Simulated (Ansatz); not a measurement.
# Lattice dynamics of Sc2Cu (built on the sites of a database entry of Al2Au), part 2 of 2

Aim: the vibrations of Sc2Cu (built on the sites of a database entry of Al2Au), their spectra, and whether the structure is stable.

Ansatz 0.2.0; DFT PBEsol, scalar-relativistic, plane waves, PAW.

So far. Step 4 (Relaxing to small forces for the phonons): The forces vanish by symmetry and the pressure is 0.000 GPa, within the tolerances set. The cell now holds 20.85 Å³/atom. Step 5 (Zone-centre response): Before it was imposed, the acoustic sum rule was missed by 1.6e-5 eV/Å². Small misses are needed for a sound result but don't prove that mesh and cutoff are converged. The lowest optical mode is real, 180 cm⁻¹. The relaxed cell has a = 6.302 Å (conventional setting).

The structure was built from a prototype and need not be the compound's stable phase.

### 6. Phonons on a q mesh

Stability and thermal properties need the whole zone. Linear response on a 2×2×2 q mesh gives force constants as far as a supercell of that size would.

Input file input.yaml:

```yaml
crystal:
  lattice:
    - [0.0, 3.1508172729, 3.1508172729]
    - [3.1508172729, 0.0, 3.1508172729]
    - [3.1508172729, 3.1508172729, 0.0]
  atoms:
    - { symbol: Sc, position: [0.25, 0.25, 0.25] }
    - { symbol: Sc, position: [0.75, 0.75, 0.75] }
    - { symbol: Cu, position: [0.0, 0.0, 0.0] }
kpoints:
  mp_grid: { grid: [10, 10, 10] }
hamiltonian:
  xc: pbesol
scf:
  occupations: { method: methfessel_paxton, width: 0.15 }
output:
  eigenvalues: true
phonons:
  method: dfpt
  qmesh: [2, 2, 2]
  temperatures: { t_max: 1000, t_step: 50 }
  qpath:
    path:
      - [[0.0, 0.0, 0.0], [0.5, 0.0, 0.5], [0.625, 0.25, 0.625]]
      - [[0.375, 0.375, 0.75], [0.0, 0.0, 0.0], [0.5, 0.5, 0.5], [0.5, 0.25, 0.75], [0.5, 0.0, 0.5]]
    npoints: 10
```

Launch:

```bash
ansatz run input.yaml --threads 8 --pin off --max-ram 14336MiB --backend cpu --events-out ev --progress --plain --runs-dir out
```

Numbers of over 12 decimals in the logs are rounded to 6 here.

The program printed:

```text
[...]
Crystal: 3 atoms, lattice volume = 62.560 Å³
Basis set: ecut = 420 eV, 1243 PW (Γ), exchange–correlation on 60×60×60 points (8 copies of the dense FFT grid, shifted against one another)
Bands: 25, of which v1, the nominal top of the filled ones, is band 21 counted from 1 (20 counted from 0)
Symmetry: 48 space group operations
k-points: 47 of 1000
[...]
SCF iter   1: F=—  HF=-10811.302395 eV  |F-HF|=—  |Δ(HF+E_count)|=         —  Δρ=1.50e-2  dr2=9.90e-2  ethr=1.77e-3  ⟨swp⟩=4.2  Hψ=3947  notcnv=0
[...]
SCF iter  11: F=-10811.285812 eV  HF=-10811.285812 eV  |F-HF|=0.00e0  |Δ(HF+E_count)|=    0.00e0  S|Δr|=    0.00e0  Δρ=2.47e-8  dr2=2.73e-13  ethr=1.00e-12  ⟨swp⟩=4.2  Hψ=4223  notcnv=0
SCF 1 converged in 11 iterations: F = -10811.285812 eV  dr2 = 2.73e-13
[...]
phonons: the bands overlap, so this run is a metal and interpolates without the dipole-dipole term. If the crystal is really an insulator or semiconductor, its LO-TO splitting is missing
NSCF: frozen V_eff on 47 k-points
[...]
DFPT response loops at q = (0, 0, 0) (fractional): preconditioner auto → Kerker (q_TF=auto, 2.543 Å⁻¹) (partly filled bands, converged f_vac=0.000); β = 1.00, the filter's whole step (`scf.mixing.beta` (0.50) is not read by the response loops under this deck's `scf.mixing.preconditioner`; to damp them name `kerker` or `kerker_dos`, under which they read `scf.mixing.beta`, and type it under 1.00, their step now; both keys bind the ground state too); Broyden in place of MSR1
[...]
SCF converged after 11 iterations
[...]
Free energy (F): -10811.285812 eV
[...]
Internal energy: -10811.286656 eV  (E = F + TS)
E sigma→0 (E₀):  -10811.286023 eV
Entropy (-TS):   0.000844 eV (0.281 meV/atom)
Fermi energy:    10.339768 eV
[...]
--- Band table (eV; the first three rows and the last of 47) ---
  k-point 0: bands = [... 17 lower, 6.7538, 9.3839, 9.3839, 9.3839, 10.5500, 10.5500, 13.6942, 13.6942]
  k-point 1: bands = [... 17 lower, 6.7511, 9.2911, 9.4553, 9.4553, 10.5873, 10.5873, 13.5394, 13.6168]
  k-point 2: bands = [... 17 lower, 6.7456, 9.0326, 9.6539, 9.6539, 10.7079, 10.7079, 13.1441, 13.3867]
  k-point 46: bands = [... 17 lower, 6.9524, 8.6369, 9.4978, 9.9224, 11.0243, 11.3094, 11.4238, 12.4405]
--- Phonons (Γ-DFPT): 2 representative perturbations + reference (Σ response iterations 7) ---
  ASR residual: 1.632e-5 → 0.000e0 eV/Å²; symmetrization residual: 4.247e-6 eV/Å²
  ASR residual per site (eV/Å²): 1.49e-5 1.49e-5 1.63e-5
  Γ frequencies (cm⁻¹): 0.00 0.00 0.00 180.40 180.40 180.40 226.14 226.14 226.14
--- Phonons (arbitrary-q DFPT): 3 irreducible q on the 2×2×2 mesh ---
  q = [0.0000, 0.0000, 0.0000] (star 1, of the zone-centre solve; hermiticity 1.59e-6, symmetrization 9.58e-13): -0.00 0.00 0.00 180.40 180.40 180.40 226.14 226.14 226.14
  q = [0.0000, 0.0000, -0.5000] (star 4, 2 solved perturbations on 282 of 1000 k-point pairs; hermiticity 1.10e-6, symmetrization 1.31e-12): 103.82 103.82 137.39 157.41 157.41 160.93 163.87 185.13 185.13
  q = [0.0000, -0.5000, -0.5000] (star 3, 4 solved perturbations in 546 linear systems a pass and spin channel, the states on 171 of 1000 k-point pairs; hermiticity 1.48e-6, symmetrization 3.68e-12): -58.64 70.22 70.22 133.80 133.80 164.45 195.79 213.52 213.52
  sum rule: each row above includes the acoustic sum rule's correction from the zone centre's row sums; it moved no ω² by more than (0.30 cm⁻¹)²
  mesh force constants: q→R imaginary residual 4.35e-17; ASR residual 1.632e-5 → 0.000e0 eV/Å²; symmetrization residual 5.329e-15 eV/Å²
  interpolated dispersion: 62 rows × 9 modes
  density of states and harmonic sums: on the 18×18×18 q-mesh, interpolated from the force constants of a 2×2×2 supercell (no non-analytic term)
  largest difference from the sums on the solved wave vectors: F 1.58e-1 eV, S 2.12e-4 and C_V 5.54e-5 eV/K
  zero-point energy: 0.080369 eV/cell   skipped modes (ω ≤ 0): 30, of them read as no rigid motion or as one in doubt: 27 (1.168e-1 modes/cell left out, lowest -58.64 cm⁻¹)   left out of the sums: 1.30e-2 of the cell's modes: C_V's classical limit lies that fraction below 3 k_B per atom; for a crystal, a wire or a layer, F and S can be off by more, and a phonons.interpolated_qmesh denser along its periods is the remedy for the sampling
```

The job ended after 29 s (8 threads of Arm Neoverse V2, shared host; peak memory 1.5 GiB).

Numbers from this step:

```
lowest frequency on the path                            : -58.64 cm⁻¹
highest frequency on the path or at a solved wavevector : 226.1 cm⁻¹
lowest mode on the q mesh (acoustic modes at Γ apart)   : -58.64 cm⁻¹
```

Frequencies (cm⁻¹) solved at each irreducible wavevector; negative means imaginary. Frequencies by wavevector, by row:

```csv
q in reciprocal lattice units,star,mode 1,mode 2,mode 3,mode 4,mode 5,mode 6,mode 7,mode 8,mode 9
0 0 0,1,0,0,0,180.4,180.4,180.4,226.1,226.1,226.1
0 0 -0.5,4,103.8,103.8,137.4,157.4,157.4,160.9,163.9,185.1,185.1
0 -0.5 -0.5,3,-58.6,70.2,70.2,133.8,133.8,164.4,195.8,213.5,213.5
```

Interpolated from a 2×2×2 q mesh, rough between the solved points. The phonon branches at the labelled points (cm⁻¹):

```csv
point,branch 1,branch 2,branch 3,branch 4,branch 5,branch 6,branch 7,branch 8,branch 9
Γ,0,0,0,180,180,180,226,226,226
halfway,51,51,118,155,156,156,187,221,221
X,-59,70,70,134,134,164,196,214,214
halfway,-53,77,80,132,135,163,198,209,210
U,-33,94,102,128,139,160,196,202,203
jump to K,-33,94,102,128,139,160,196,202,203
halfway,50,82,115,150,164,180,186,190,221
Γ,0,0,0,180,180,180,226,226,226
halfway,62,62,92,162,172,172,208,208,208
L,104,104,137,157,157,161,164,185,185
halfway,84,89,116,139,147,164,170,197,202
W,-24,50,129,138,138,169,169,205,208
halfway,-48,63,102,131,136,162,199,200,212
X,-59,70,70,134,134,164,196,214,214
```

The phonon branches as a text plot (rows in cm⁻¹):

```
    220 |***********         **************
    208 |           *********     **       **          **********
    196 |   *    ***********     *           **    ******   *****
    185 |********          ***************     *****        *
    173 |  **               **** ****    *****  *  *********
    161 |    ***  ****************          *************  ******
    149 |       **          *** *             *** *******
    137 |       *************  *               ****  ************
    125 |       *       **** **               *    *    ******
    113 |      *           **   *            *      ****     *
    102 |    **          *** ***                ******
     90 |        *      ***      *          * **      *       *
     78 |   *          **       * **       * *         *       *
     66 |        ******          *          *          **    ****
     54 |  *   **            **** ***     **            *****
     42 |    **   **        *    *       **
     30 | * *                     ****   *
     19 |  *               *        **  *
      7 | *                          *
     -5 |*                            **
    -17 |                                                *
    -29 |                 *                               **
    -41 |           *    *                                  **
    -53 |            ****                                     ***
         Γ           X  U|K            Γ         L        W     X
```

Tetrahedra on a 18×18×18 mesh, mean over bins of 5 cm-1. Interpolated from a 2×2×2 q mesh, rough between the solved points. The phonon density of states by wavenumber; read off at these points:

```csv
wavenumber (cm⁻¹),phonon density of states (1/cm⁻¹/cell)
-58,3.0e-4
-48,0.00205
-42,0.00222
-32,0.00195
-28,0.00195
-18,0.00196
-12,0.00179
-2,0.00177
2,0.00182
12,0.00234
18,0.00295
28,0.00512
32,0.00717
42,0.0122
52,0.0244
58,0.0321
68,0.0358
72,0.0349
82,0.0309
88,0.0310
98,0.0345
102,0.0383
112,0.0287
118,0.0363
128,0.0305
138,0.0813
142,0.104
152,0.0659
158,0.0877
168,0.0322
172,0.0478
182,0.0534
188,0.0651
198,0.0714
202,0.0689
208,0.0771
212,0.0735
218,0.0459
228,0.00197
```

The partial phonon density of states has structure finer than the step of the table below, so its rows give means over 10 cm⁻¹, whole bins alone (the curve runs from -67.1 to 243 cm⁻¹). Peaks (cm⁻¹: height): Cu 141.5: 0.0680, 159.1: 0.0500; Sc 75.2: 0.0305, 104.5: 0.0296, 122.0: 0.0222, 159.1: 0.0429, 196.1: 0.0696, 211.7: 0.0709.

Phonopy on the run's constants, 15x15x15 mesh, Gaussian sigma 2.2 cm-1. Interpolated from a 2×2×2 q mesh, rough between the solved points. Partial phonon density of states against wavenumber; means over each step; values in 1/cm⁻¹/cell:

```csv
wavenumber (cm⁻¹),Cu,Sc
-60,0,3.8e-4
-50,0,0.00218
-40,0,0.00254
-30,0,0.00221
-20,1.7e-6,0.00306
-10,1.1e-6,6.4e-4
0,3.7e-5,0.00130
10,1.3e-4,2.7e-4
20,5.0e-4,0.00285
30,0.00149,0.00602
40,0.00249,0.00734
50,0.00445,0.0180
60,0.00607,0.0260
70,0.00648,0.0280
80,0.00641,0.0243
90,0.00921,0.0225
100,0.0136,0.0212
110,0.0137,0.0169
120,0.0143,0.0180
130,0.0228,0.0159
140,0.0599,0.0271
150,0.0455,0.0265
160,0.0409,0.0369
170,0.0158,0.0285
180,0.0157,0.0365
190,0.0108,0.0520
200,0.00523,0.0649
210,0.00327,0.0683
220,0.00133,0.0363
230,6.2e-5,0.00332
```

Symmetry leaves 3 wavevectors to solve. The lowest mode among them, the acoustic zeros apart, lies at q = (0, -0.5, -0.5) and is imaginary, 58.6i cm⁻¹, so the energy falls along it.

### 7. Isotope substitution

An isotope changes the mass and not the force constants, so no new electronic calculation is needed; the shifts show which modes move this element.

The same force constants with the mass of Cu changed from 63.546 to 64.928 u (phonopy, no LO-TO term). Both lists are sorted by frequency; levels can cross, so a row need not hold one and the same mode. Modes under 3 cm⁻¹ are left out. Isotope shifts, by row:

```csv
q,rank,natural mass (cm⁻¹),changed mass (cm⁻¹)
0 0 0,4,180.4,179.3
0 0 0,5,180.4,179.3
0 0 0,6,180.4,179.3
0 0 0,7,226.1,226.1
0 0 0,8,226.1,226.1
0 0 0,9,226.1,226.1
0 0 -0.5,1,103.8,103
0 0 -0.5,2,103.8,103
0 0 -0.5,3,137.4,137
0 0 -0.5,4,157.4,157.4
0 0 -0.5,5,157.4,157.4
0 0 -0.5,6,160.9,159.6
0 0 -0.5,7,163.9,163.9
0 0 -0.5,8,185.1,184.6
0 0 -0.5,9,185.1,184.6
0 -0.5 -0.5,1,-58.64,-58.64
0 -0.5 -0.5,2,70.22,70.22
0 -0.5 -0.5,3,70.22,70.22
0 -0.5 -0.5,4,133.8,132.4
0 -0.5 -0.5,5,133.8,132.4
0 -0.5 -0.5,6,164.4,162.7
0 -0.5 -0.5,7,195.8,195.8
0 -0.5 -0.5,8,213.5,213.4
0 -0.5 -0.5,9,213.5,213.4
```

A mode of this element alone would shift by -1.07 %. The highest zone-centre frequency without the field goes from 226.1 to 226.1 cm⁻¹ (+0.0 %). The product of the frequency ratios over all optical modes at Γ is 0.981; the product rule, (m/m′)^(3k/2) (M′/M)^(3/2) with k = 1 such atoms and M the mass of the cell, gives 0.981.

### 8. Outcome

```json
{
 "space group after relaxation (within 0.01 Å)": "Fm-3m",
 "volume per atom": "20.9 Å³",
 "electronic character": "no gap on this mesh",
 "highest optical mode at the zone centre (no LO-TO term)": "226 cm⁻¹",
 "lowest optical zone-centre mode": "180 cm⁻¹",
 "lowest mode on the q mesh (acoustic modes at Γ apart)": "-58.6 cm⁻¹",
 "highest frequency on the path or at a solved wavevector": "226 cm⁻¹",
 "imaginary modes on the 2×2×2 q mesh": "yes"
}
```

What this shows: Modes are clearly imaginary (beyond 10i cm⁻¹) at 1 of the 3 irreducible wavevectors, most at q = (0, -0.5, -0.5) (58.6i cm⁻¹), so this structure is not a minimum of the energy. The optical modes at Γ span 180 to 226 cm⁻¹. The highest mode in this list at Γ, 226.1 cm⁻¹, is mostly motion of Sc (100 % of the kinetic energy). The q mesh stands for a supercell only 8.9 Å across, so branches between the solved wavevectors are rough. With no gap, or one that is small against the smearing, the frequencies hang on the k mesh and the smearing, most of all near Kohn anomalies. The phonon runs are without spin polarisation, although the cell has an odd electron count. The starting cell was built on a prototype and not taken from a measurement, so the phase need not exist. These are harmonic frequencies at zero temperature: anharmonic shifts, linewidths and thermal expansion are left out.

[Logs are printed without paths, hosts, clocks, repeated set-up lines and the standing remarks that a program may print on its own settings, such as how far it seeks lower states.]

[Hosts, paths, dates, database ids (printed as entryN), source tags and the programs' standing remarks are cut or masked in the printed files.]
